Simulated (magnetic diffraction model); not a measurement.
# V2NiS3: the ordered moment from one line

Space group Immm (no. 71), a = 3.8920 Å, b = 5.4440 Å, c = 11.5380 Å.

```
site  atom    x    y       z
  2a    Ni    0    0       0
  4i     V  1/2  1/2  0.8322
  4j     S  1/2    0  0.8437
  2d     S    0  1/2       0
```

The compound is invented for this exercise: a known structure type with other elements, its cell scaled to their sizes and not relaxed.

Only Ni and V are taken to order (form factors of Ni2+ and V2+); orders and moment sizes are assumed, and not adapted to the symmetry. Radiation: neutrons of λ = 4.2 Å, 2° to 100°; isotropic B of 0.42 Å² (Ni), 0.39 Å² (V) and 0.39 Å² (S). The intensities are simulated: I ∝ L Σ (|F_N|² + |F_M⊥|²) for unpolarised neutrons, with F_M = 2.695 fm/μB × Σ f(s) S exp(2πi Q·r) exp(−B s²) at Q = H ± k (one set where k and −k are equivalent), only the part normal to Q counting and L = 1/(sin²θ cos θ). For a modulated order the moment at position r is S exp(−2πi k·r) + c.c., with S = m/2 for a sine wave of amplitude m and S = m(u + iv)/2 for moments turning in a plane, u and v being orthogonal unit vectors in it; the phase factor of the sum at Q = H + k is then exp(2πi H·r). Form factors are spin-only for 3d ions and dipole or tabulated for f ions, scattering lengths are Sears's of 1992, and absorption is left out. A label names one of the reflections at its angle. The strongest nuclear line in the range is 100, and lines under 0.2 are left out.

In a first state the assumed order is k = (0 0 1/3), moments turning in the plane of [100] and [010], 1.78 μB on Ni and 2.53 μB on V; signs + at (0, 0, 0), + at (1/2, 1/2, 0.8322), + at (0, 0, 0.6678), with this pattern:

```tsv
2θ (°)	index	nuclear	magnetic
6.96	(0 0 1/3)	0.0	3155.9
35.32	(0 0 5/3)	0.0	1.4
42.69	(0 0 2)	71.3	0.0
47.70	(0 1 2/3)	0.0	0.5
50.26	(0 0 7/3)	0.0	0.5
50.49	(0 1 1)	100.0	0.0
54.22	(0 1 4/3)	0.0	0.4
69.42	(1 0 1)	54.5	0.0
76.63	(0 1 8/3)	0.0	35.5
83.10	(1 1 0)	0.4	0.0
83.53	(1 1 1/3)	0.0	37.3
83.91	(0 1 3)	0.5	0.0
91.93	(0 1 10/3)	0.0	26.4
93.06	(1 0 8/3)	0.0	21.8
93.44	(0 0 4)	16.6	0.0
98.33	(1 1 2)	71.8	0.0
```

**Question.** Nearer the ordering temperature the line at 6.96° has total intensity 784.4 on the same scale, and all moments have shrunk alike. How large is the Ni moment?

The nuclear part, 0.0, stays, so the magnetic part is 784.4 against 3155.9. It goes as m², so m = 1.78 × √(784.4/3155.9) = 0.89 μB; the value used was 0.89 μB.

[Logs are printed without paths, hosts, clocks, repeated set-up lines and the standing remarks that a program may print on its own settings, such as how far it seeks lower states.]
